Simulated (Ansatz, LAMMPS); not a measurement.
# Squeezing and shearing glassy 88SiO2-4K2O-4Li2O-4MgO (mol %) (71 atoms): runs compared

How stiff is glassy 88SiO2-4K2O-4Li2O-4MgO (mol %) (71 atoms), and how do its levels respond to strain?

Computed with Ansatz 0.2.0: Kohn-Sham DFT, RPBE, PAW (set soft_2), plane waves.

**1. The cell as built**

The cell holds 71 atoms: 21 Si, 2 K, 2 Li, 1 Mg and 45 O. Cell: a = 9.868 Å, b = 9.868 Å, c = 9.868 Å, α = 90.0°, β = 90.0°, γ = 90.0°. 71 atoms (21 Si, 2 K, 2 Li, 1 Mg, 45 O) placed at random at 2.28 g/cm³, melted at 4000 K for 10 ps at fixed volume with the Morse and Coulomb pair potential with partial charges (Pedone, Malavasi, Menziani, Cormack and Segre, J. Phys. Chem. B 110, 11780 (2006)). Quenched from 4000 K to 300 K at 10 K/ps and fixed volume, held 10 ps at zero pressure.

What the set-up can't give: The quench rate of 10 K/ps is orders of magnitude faster than experiment, which tends to freeze in extra defects. The starting topology of bonds comes from the classical model, and needn't be the one that DFT or experiment would give. Sampling is at Γ alone.

**2. The reference run**

The reference is a single point at the end of the relaxation.

Every strained cell starts from the geometry of this run, and its atoms are relaxed with the cell held.

Its input, with most atom lines left out:

```yaml
crystal:
  lattice:
    - [10.1281, -0.13145, 0.32989]
    - [-0.13145, 9.79392, 0.12588]
    - [0.32989, 0.12588, 10.17103]
  atoms:
    - { symbol: Si, position: [0.2997, 0.7718, 0.21] }
    - { symbol: Si, position: [0.90514, 0.80048, 0.88521] }
    - { symbol: Si, position: [0.92643, 0.47003, 0.4791] }
    - { symbol: Si, position: [0.83038, 0.97336, 0.64338] }
    - { symbol: Si, position: [0.35065, 0.2528, 0.63352] }
    - { symbol: Si, position: [0.85032, 0.66934, 0.15605] }
    - { symbol: Si, position: [0.54082, 0.587, 0.87619] }
    [... atom lines 8 to 71 left out ...]
kpoints:
  mp_grid: { grid: [1, 1, 1] }
hamiltonian:
  xc: rpbe
scf:
  occupations: { method: fermi_dirac, width: 0.05 }
output:
  forces: true
  stress: true
  populations: true
  dos:
    method: { smearing: { sigma: 0.08 } }
    de: 0.1
    projected: { site_lists: { K: [K], Li: [Li], Mg: [Mg], O: [O], Si: [Si] } }
  eigenvalues: true
  write_density: true
  write_potential: true
  volumetric_format: npy
```

```
free energy per atom   : -627.1987 eV/atom
r.m.s. force component : 0.00546 eV/Å
pressure               : -0.01272 GPa
```

Filled and empty levels are parted by 3.40 eV (at Γ alone); a semilocal functional tends to put such gaps too low. In a disordered cell it changes from sample to sample, and tail or defect levels can set it.

**3. The runs**

Each row is one run, on 4 threads of Intel Xeon Platinum 8488C (Sapphire Rapids), shared host. The free energy is the program's total, comparable only between runs with the same functional, potentials and atoms.

```csv
run,atoms,outcome,"ionic steps, all passes",free energy (eV),time,host memory (GiB)
Single point at the start,71,converged,-,-44523.344,4.7 s,1.2
Cell and atoms relaxed,71,converged,20,-44531.109,82 s,1.3
Single point at the relaxed geometry,71,converged,-,-44531.109,6.4 s,1.2
Volume -3 %,71,converged,8,-44530.964,35 s,1.2
Volume +3 %,71,converged,7,-44530.954,30 s,1.3
Volume -6 %,71,converged,18,-44530.541,75 s,1.2
Volume +6 %,71,converged,12,-44530.552,57 s,1.3
Volume -10 %,71,converged,15,-44529.332,62 s,1.1
Stretched by 1 % along x,71,converged,6,-44531.072,29 s,1.3
Compressed by 1 % along x,71,converged,6,-44531.079,28 s,1.2
Sheared by 2 % in xy,71,converged,6,-44531.069,29 s,1.3
```

In some runs the program notes that the SCF threshold is loose for the stress.

**4. Pressure against volume**

Atoms are relaxed at each volume, in the scaled cell.

```csv
volume change (%),volume (Å³/atom),energy change (meV/atom),pressure (GPa),largest move on relaxing (Å),bonds,gap (eV)
-10,12.771,25.02,6.36,1.04,109,4.33
-6,13.339,8.00,3.34,1.07,108,4.19
-3,13.764,2.05,1.66,0.30,106,3.61
+0,14.190,0.00,-0.01,-,104,3.40
+3,14.616,2.18,-1.68,0.18,103,3.23
+6,15.041,7.84,-3.00,0.66,103,3.07
```

**5. Uniaxial strain and shear**

Stress (GPa, compression positive) less that of the relaxed cell, atoms relaxed:

```csv
strain,xx,yy,zz,xy,energy change (meV/atom)
stretched by 1 % along x,-1.152,-0.418,-0.244,-0.073,0.53
compressed by 1 % along x,1.140,0.360,0.216,0.050,0.42
sheared by 2 % in xy,-0.162,-0.242,-0.139,-0.738,0.56
```

**6. Outcome**

The bulk modulus, from the slope of pressure against ln V over the three points nearest the relaxed volume, is 55.7 GPa; between neighbouring points the slope runs 69, 53, 55, 56 and 46 GPa from the smallest volume up, without a steady fall, so no pressure derivative is given. The count of bonds runs from 103 to 109 over the series, so at some points contacts cross the cutoffs. At -10 %, -6 % and +6 % some atom moved by over 0.5 Å on relaxing, so those points may sit in another local minimum. The gap goes from 4.33 eV at the smallest volume to 3.07 eV at the largest, -8.4 eV per unit of ln V by a straight line, on the run's k-points. In the Cartesian axes of the cell, finite differences give C11 = 115, C12 = 38.9, C13 = 23.0 and C66 = 36.9 GPa (the shear of 2 % is the engineering strain, εxy = 0.01). The mean of C11, C12 and C13, which equals the bulk modulus in a cubic or isotropic solid, is 58.8 GPa: it agrees with the bulk modulus within 10 %. For an isotropic solid C66 would equal (C11 − C12)/2 = 37.9 GPa; so small a sample needn't be isotropic, and C66 rests on one shear. With the bulk modulus and C66 as K and G, Young's modulus would be about 91 GPa and Poisson's ratio 0.23.

**Limits.** Strains are finite and relaxations stop at the force tolerance of the input, which can leave moduli too stiff; they are those of a static cell at zero temperature. Volumes are changed with the cell's shape held, so in an anisotropic solid the modulus lies over the one under free hydrostatic load. The program notes that the SCF threshold of the relaxations is loose for the stress.

The DFT runs together took 7.3 min of wall time.

[Logs are printed without paths, hosts, clocks, repeated set-up lines and the standing remarks that a program may print on its own settings, such as how far it seeks lower states.]

[Hosts, paths, dates, database ids (printed as entryN), source tags and the programs' standing remarks are cut or masked in the printed files.]
